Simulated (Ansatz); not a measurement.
# A frame of liquid (Cs,Li)Cl from 900 K (108 atoms): geometry optimisation

Aim: bring a frame of liquid (Cs,Li)Cl from 900 K (108 atoms) to a nearby minimum of the energy and see what moves.

Main program and level: Ansatz 0.2.0; Kohn-Sham DFT, PBE, PAW (set soft_2), plane waves.

## (1) Starting point

The cell holds 108 atoms: 37 Cs, 17 Li and 54 Cl. Its edges and angles: a = 16.229 Å, b = 16.229 Å, c = 16.229 Å, α = 90.0°, β = 90.0°, γ = 90.0°. 108 atoms (37 Cs, 17 Li, 54 Cl) placed at random at 2.56 g/cm³, melted at 1600 K for 10 ps at fixed volume with the Lennard-Jones and Coulomb ion parameters for SPC/E (Joung and Cheatham, J. Phys. Chem. B 112, 9020 (2008)), full charges. Snapshot at the end of a hold of 15 ps at 900 K and zero pressure.

Limits known from the start: The network of bonds at the start is that of the classical potential that made the cell. The ion parameters were fitted for water, not for melts, so the density of this cell may lie well off the real melt's. Sampling is at Γ alone, for a cell whose shortest periodic width is 16 Å. Spin–orbit coupling is left out, which matters for the levels of the heavy elements.

## (2) Single point at the start

The forces at the start show how far the geometry lies from a minimum of this functional.

Input file input.yaml:

```yaml
crystal:
  lattice:
    - [16.22871, 0.0, 0.0]
    - [0.0, 16.22871, 0.0]
    - [0.0, 0.0, 16.22871]
  atoms:
    - { symbol: Cs, position: [0.33237, 0.0635, 0.85781] }
    - { symbol: Cs, position: [0.14565, 0.30463, 0.1252] }
    - { symbol: Cs, position: [0.73388, 0.27362, 0.62856] }
    - { symbol: Cs, position: [0.90901, 0.89596, 0.29742] }
    - { symbol: Cs, position: [0.92019, 0.21693, 0.83944] }
    - { symbol: Cs, position: [0.5815, 0.34914, 0.86649] }
    - { symbol: Cs, position: [0.99511, 0.66074, 0.52196] }
    - { symbol: Cs, position: [0.40536, 0.85884, 0.30518] }
    - { symbol: Cs, position: [0.4403, 0.11979, 0.42258] }
    - { symbol: Cs, position: [0.17551, 0.06247, 0.32588] }
    - { symbol: Cs, position: [0.26228, 0.41091, 0.3804] }
    - { symbol: Cs, position: [0.43033, 0.56408, 0.01378] }
    - { symbol: Cs, position: [0.53408, 0.36722, 0.25036] }
    - { symbol: Cs, position: [0.59538, 0.67319, 0.20124] }
    - { symbol: Cs, position: [0.66551, 0.95231, 0.39762] }
    - { symbol: Cs, position: [0.84481, 0.05269, 0.55071] }
    - { symbol: Cs, position: [0.32298, 0.79214, 0.80972] }
    - { symbol: Cs, position: [0.11984, 0.78956, 0.16317] }
    - { symbol: Cs, position: [0.80556, 0.80654, 0.80561] }
    - { symbol: Cs, position: [0.57585, 0.80296, 0.6353] }
    - { symbol: Cs, position: [0.41897, 0.88502, 0.06526] }
    - { symbol: Cs, position: [0.9827, 0.3607, 0.51133] }
    - { symbol: Cs, position: [0.22992, 0.27795, 0.87257] }
    - { symbol: Cs, position: [0.72608, 0.94545, 0.12642] }
    - { symbol: Cs, position: [0.14824, 0.20638, 0.60063] }
    - { symbol: Cs, position: [0.50053, 0.58966, 0.66744] }
    - { symbol: Cs, position: [0.39102, 0.35592, 0.66699] }
    - { symbol: Cs, position: [0.96074, 0.18553, 0.33199] }
    - { symbol: Cs, position: [0.71983, 0.19622, 0.18997] }
    - { symbol: Cs, position: [0.85123, 0.71403, 0.0782] }
    - { symbol: Cs, position: [0.87668, 0.47557, 0.28694] }
    - { symbol: Cs, position: [0.54527, 0.0969, 0.72347] }
    - { symbol: Cs, position: [0.43886, 0.18102, 0.05093] }
    - { symbol: Cs, position: [0.77054, 0.55472, 0.62111] }
    - { symbol: Cs, position: [0.08725, 0.56212, 0.02] }
    - { symbol: Cs, position: [0.68546, 0.46552, 0.43488] }
    - { symbol: Cs, position: [0.04216, 0.50321, 0.77703] }
    - { symbol: Li, position: [0.6739, 0.06707, 0.92387] }
    - { symbol: Li, position: [0.73658, 0.71358, 0.42181] }
    - { symbol: Li, position: [0.13508, 0.89089, 0.47078] }
    - { symbol: Li, position: [0.53186, 0.89369, 0.84741] }
    - { symbol: Li, position: [0.29067, 0.71993, 0.50698] }
    - { symbol: Li, position: [0.88303, 0.3808, 0.01661] }
    - { symbol: Li, position: [0.09881, 0.0367, 0.84446] }
    - { symbol: Li, position: [0.6909, 0.46871, 0.09813] }
    - { symbol: Li, position: [0.92467, 0.08542, 0.08804] }
    - { symbol: Li, position: [0.32708, 0.59982, 0.25094] }
    - { symbol: Li, position: [0.99915, 0.90591, 0.96902] }
    - { symbol: Li, position: [0.38535, 0.88803, 0.57176] }
    - { symbol: Li, position: [0.12947, 0.62973, 0.34821] }
    - { symbol: Li, position: [0.63827, 0.71592, 0.90147] }
    - { symbol: Li, position: [0.13778, 0.06612, 0.04948] }
    - { symbol: Li, position: [0.05767, 0.76309, 0.82803] }
    - { symbol: Li, position: [0.25298, 0.50165, 0.84435] }
    - { symbol: Cl, position: [0.4951, 0.77936, 0.91071] }
    - { symbol: Cl, position: [0.07234, 0.49248, 0.38773] }
    - { symbol: Cl, position: [0.40511, 0.69718, 0.16275] }
    - { symbol: Cl, position: [0.87173, 0.41698, 0.69396] }
    - { symbol: Cl, position: [0.79825, 0.09308, 0.03407] }
    - { symbol: Cl, position: [0.39514, 0.47083, 0.28592] }
    - { symbol: Cl, position: [0.17848, 0.14187, 0.78377] }
    - { symbol: Cl, position: [0.16034, 0.77485, 0.55943] }
    - { symbol: Cl, position: [0.52714, 0.03741, 0.94072] }
    - { symbol: Cl, position: [0.9402, 0.18503, 0.65386] }
    - { symbol: Cl, position: [0.95705, 0.91807, 0.11264] }
    - { symbol: Cl, position: [0.05281, 0.1123, 0.18328] }
    - { symbol: Cl, position: [0.72129, 0.82046, 0.96293] }
    - { symbol: Cl, position: [0.64907, 0.9347, 0.76353] }
    - { symbol: Cl, position: [0.88913, 0.29912, 0.149] }
    - { symbol: Cl, position: [0.19007, 0.64607, 0.84534] }
    - { symbol: Cl, position: [0.19321, 0.94286, 0.93706] }
    - { symbol: Cl, position: [0.26283, 0.93609, 0.17869] }
    - { symbol: Cl, position: [0.02714, 0.90676, 0.79413] }
    - { symbol: Cl, position: [0.83169, 0.29491, 0.41718] }
    - { symbol: Cl, position: [0.79823, 0.04231, 0.2929] }
    - { symbol: Cl, position: [0.69511, 0.17293, 0.81999] }
    - { symbol: Cl, position: [0.94952, 0.68591, 0.76381] }
    - { symbol: Cl, position: [0.02567, 0.99176, 0.44452] }
    [... 24 atom lines left out ...]
    - { symbol: Cl, position: [0.25727, 0.17444, 0.03327] }
    - { symbol: Cl, position: [0.00772, 0.3817, 0.93436] }
    - { symbol: Cl, position: [0.28706, 0.93844, 0.46373] }
    - { symbol: Cl, position: [0.42974, 0.92793, 0.71563] }
    - { symbol: Cl, position: [0.7674, 0.86133, 0.55339] }
    - { symbol: Cl, position: [0.39132, 0.72958, 0.60137] }
kpoints:
  mp_grid: { grid: [1, 1, 1] }
hamiltonian:
  xc: pbe
scf:
  occupations: { method: gaussian, width: 0.025 }
output:
  forces: true
  stress: true
  populations: true
  dos:
    method: { smearing: { sigma: 0.15 } }
    de: 0.1
    projected: { site_lists: { Cl: [Cl], Cs: [Cs], Li: [Li] } }
  eigenvalues: true
```

On the command line:

```console
$ ansatz run input.yaml --threads 4 --pin off --max-ram 8192MiB --backend cpu --events-out ev --progress --plain --runs-dir out
```

Numbers of over 12 decimals in the logs are rounded to 6 here.

What it wrote:

```text
Engine: ansatz 0.2.0, aarch64-unknown-linux-gnu
Pseudopotentials: kind: paw
Pseudopotential: Cs, paw, valence charge 9, recommended cutoff 420 eV (normal), Cs.paw.azcp
Pseudopotential: Li, paw, valence charge 3, recommended cutoff 420 eV (normal), Li.paw.azcp
Pseudopotential: Cl, paw, valence charge 7, recommended cutoff 420 eV (normal), Cl.paw.azcp
[... 5 lines on functional and potentials left out ...]
Crystal: 108 atoms, lattice volume = 4274.172 Å³
Basis set: ecut = 420 eV, 83599 PW (Γ), exchange–correlation on 240×240×240 points (8 copies of the dense FFT grid, shifted against one another)
Bands: 489, of which v1, the nominal top of the filled ones, is band 381 counted from 1 (380 counted from 0)
Symmetry: 1 space group operations
Space group: P1 (ITA 1), of the structure as read, at distance tolerance 1.6e-4 Å
k-points: 1
[... 7 lines on functional and potentials left out ...]
Initial density: superposition of atomic densities (neutral atoms: chi_scale 0, normalization atom), corrected by the library's trained network
Initial wavefunctions: pseudopotential atomic-orbital guess
Functional: x = pbe(κ = 0.804, μ = 0.219515), c = pbe(β = 0.066725)
SCF iter   1: F=—  HF=-271782.031853 eV  |F-HF|=—  |Δ(HF+E_count)|=         —  Δρ=7.50e-4  dr2=1.04e-1  ethr=1.77e-3  ⟨swp⟩=8.0  Hψ=2282  notcnv=0  defer=47
preconditioner: auto → Resta (q_TF=auto, 2.047 Å⁻¹)  ε∞=2.8  [insulator: Δε(μ)=3.879 eV  Ē_g=10.955 eV  σ=0.025 eV  W_gap=1.00  n_scr=618 (ndim 8)  ℏωp=14.5 eV  f_vac=0.191  D(μ)=0.00/eV (n_scr^D=0)  ε∞_Penn≈2.8]
SCF iter   2: F=—  HF=-271781.940131 eV  |F-HF|=—  |Δ(HF+E_count)|=   9.17e-2  Δρ=3.58e-4  dr2=2.60e-2  ethr=1.37e-5  ⟨swp⟩=2.0  Hψ=897  notcnv=0  defer=102
SCF iter   3: F=—  HF=-271781.936043 eV  |F-HF|=—  |Δ(HF+E_count)|=   4.09e-3  Δρ=1.42e-4  dr2=3.26e-3  ethr=3.41e-6  ⟨swp⟩=3.0  Hψ=665  notcnv=0  defer=102
SCF iter   4: F=—  HF=-271781.935627 eV  |F-HF|=—  |Δ(HF+E_count)|=   4.16e-4  Δρ=5.03e-5  dr2=2.35e-4  ethr=4.28e-7  ⟨swp⟩=2.0  Hψ=757  notcnv=0  defer=102
SCF iter   5: F=—  HF=-271781.935617 eV  |F-HF|=—  |Δ(HF+E_count)|=   9.39e-6  Δρ=1.57e-5  dr2=2.18e-5  ethr=3.09e-8  ⟨swp⟩=2.0  Hψ=714  notcnv=0  defer=102
SCF iter   6: F=—  HF=-271781.936038 eV  |F-HF|=—  |Δ(HF+E_count)|=   4.21e-4  Δρ=4.94e-6  dr2=1.79e-6  ethr=2.86e-9  ⟨swp⟩=2.0  Hψ=870  notcnv=0  defer=102
SCF iter   7: F=—  HF=-271781.936039 eV  |F-HF|=—  |Δ(HF+E_count)|=   4.60e-7  Δρ=1.31e-6  dr2=1.34e-7  ethr=2.35e-10  ⟨swp⟩=2.0  Hψ=712  notcnv=0  defer=102
SCF iter   8: F=-271781.936039 eV  HF=-271781.936039 eV  |F-HF|=5.30e-9  |Δ(HF+E_count)|=   3.59e-8  Δρ=4.41e-7  dr2=1.35e-8  ethr=1.31e-11  ⟨swp⟩=17.0  Hψ=2973  notcnv=0
SCF 1 converged in 8 iterations: F = -271781.936039 eV  dr2 = 1.35e-8
  greatest PAW one-centre occupation: 1.000 electrons in one spin orbital (limit 2), on the Li atom at site 40 (counted from 0), in its partial waves of l = 0
SCF converged after 8 iterations
Free energy (F): -271781.936039 eV
Harris-Foulkes:  -271781.936039 eV  (|F-HF|=5.30e-9)
Internal energy: -271781.936039 eV  (E = F + TS)
E sigma→0 (E₀):  -271781.936039 eV
Fermi energy:    2.886630 eV
--- Per-component energies (eV) ---
  E_band       = -5404.407601
  E_kinetic    = 14416.432657
  E_local      = -33354.189305  (includes V_loc(G=0)·N_el)
  E_nonlocal   = 2089.833309
  E_hartree    = 11921.253983
  E_xc         = -12478.829433
  E_vxc        = -11582.332478  (∫ρ·V_xc dr)
  E_paw        = -223430.496307  (= ΣΔE_a)
  E_vpaw       = -816.664930  (= ΣTr[D̂ρ^β])
  E_aug_tail   = 0.005034  (compensation charges beyond the density's cutoff)
  E_ewald      = -30945.945978
  E_smearing   = -0.000000  (= −TS)
  E_closure    = -0.000000  (closes the sum)
  Σ components = -271781.936039   (vs F -271781.936039, Δ=0.00e0)
--- Forces (eV/Å), atoms counted from 1 ---
  atom   1  Cs     0.39149218    -0.52761108     0.03391205
  atom   2  Cs    -0.49708609     0.29615581     0.07136688
  atom   3  Cs     0.54196502     0.01812459     0.11098945
  atom   4  Cs     1.34512077     0.06380359     0.67174494
  atom   5  Cs    -0.22834111     0.04408339     0.29370363
  atom   6  Cs     0.27653214     0.33209331    -0.21442863
  atom   7  Cs     0.36041899     0.23696537     0.63961937
  atom   8  Cs    -0.81264515    -0.44053137     0.35175018
  atom   9  Cs     0.62733684    -0.85096329    -0.14336947
  atom  10  Cs     0.39958495    -0.09530441     0.17282347
  atom  11  Cs    -1.34053562    -0.32605788     0.91983422
  atom  12  Cs    -0.18983264    -0.12953394    -0.11150753
  atom  13  Cs     0.81276240    -0.33023577    -0.07085634
  atom  14  Cs     0.13974609     0.69080813     0.29785889
[...]
atom 107  Cl     0.01897818    -0.33624908    -0.24985376
  atom 108  Cl    -0.57721696     0.56045831    -0.20469874
  max |Σ_I F_I| component: 1.63e-5 eV/Å
--- Stress (GPa, compression-positive) ---
        1.719412      -0.134195      -0.071334
       -0.134195       1.309417       0.154712
       -0.071335       0.154712       1.137555
  P = ⅓ Tr σ = 1.3888 GPa (13.888 kbar)
--- Band table (eV) ---
  k-point 0: bands = ["-44.1796", "-43.8636", "-43.8449", "-43.8127", [... 473 levels ...], "7.8911", "7.9048", "7.9074", "7.9147", "7.9314", "7.9689", "7.9892", "8.0014", "8.0219", "8.0544", "8.0703", "8.0801"]
--- Löwdin populations: 108 sites ---
  site symbol       q [e]
     0     Cs      8.1650
     1     Cs      8.1467
     2     Cs      8.1766
[...]
107     Cl      7.7035
  spilling = 0.005470 (of n_electrons = 762.000000)
```

Run time: 86 s. Hardware: 4 threads of Arm Neoverse V2, shared host; peak memory 5.5 GiB; 5.6 min of CPU time.

The run gave:

```
free energy                                      : -271781.9360 eV
free energy per atom                             : -2516.4994 eV/atom
SCF cycles                                       : 8
pressure                                         : 1.389 GPa
r.m.s. force component                           : 0.434 eV/Å
longest force                                    : 2.381 eV/Å
Fermi energy                                     : 2.887 eV
gap (highest filled to lowest empty level) : 3.821 eV
spilling of the projection                       : 0.00547
```

The r.m.s. force component of 0.43 eV/Å and the pressure of 1.4 GPa set the starting point.

Neighbours are counted within 3.98 Å (Cl-Cs), 3.12 Å (Cl-Li).

Length of the force by element and coordination:

| element | coordination | atoms | mean length of the force (eV/Å) | spread | least | most |
| --- | --- | --- | --- | --- | --- | --- |
| Cl | all | 54 | 0.676 | 0.401 | 0.120 | 2.38 |
| Cl | 3 | 6 | 0.829 | 0.466 | 0.409 | 1.78 |
| Cl | 4 | 16 | 0.746 | 0.499 | 0.291 | 2.38 |
| Cl | 5 | 27 | 0.594 | 0.265 | 0.120 | 1.16 |
| Cl | 6 | 5 | 0.710 | 0.464 | 0.268 | 1.57 |
| Cs | all | 37 | 0.698 | 0.394 | 0.137 | 1.73 |
| Cs | 3 | 2 | 0.501 | 0.0821 | 0.419 | 0.583 |
| Cs | 4 | 6 | 0.495 | 0.251 | 0.209 | 0.880 |
| Cs | 5 | 22 | 0.794 | 0.462 | 0.137 | 1.73 |
| Cs | 6 | 6 | 0.610 | 0.125 | 0.486 | 0.860 |
| Cs | 7 | 1 | 0.717 | 0 | 0.717 | 0.717 |
| Li | all | 17 | 0.430 | 0.209 | 0.152 | 0.899 |
| Li | 3 | 4 | 0.518 | 0.203 | 0.269 | 0.816 |
| Li | 4 | 13 | 0.404 | 0.204 | 0.152 | 0.899 |

(Part 1 of 3 ends here.)

[Logs are printed without paths, hosts, clocks, repeated set-up lines and the standing remarks that a program may print on its own settings, such as how far it seeks lower states.]

[Hosts, paths, dates, database ids (printed as entryN), source tags and the programs' standing remarks are cut or masked in the printed files.]
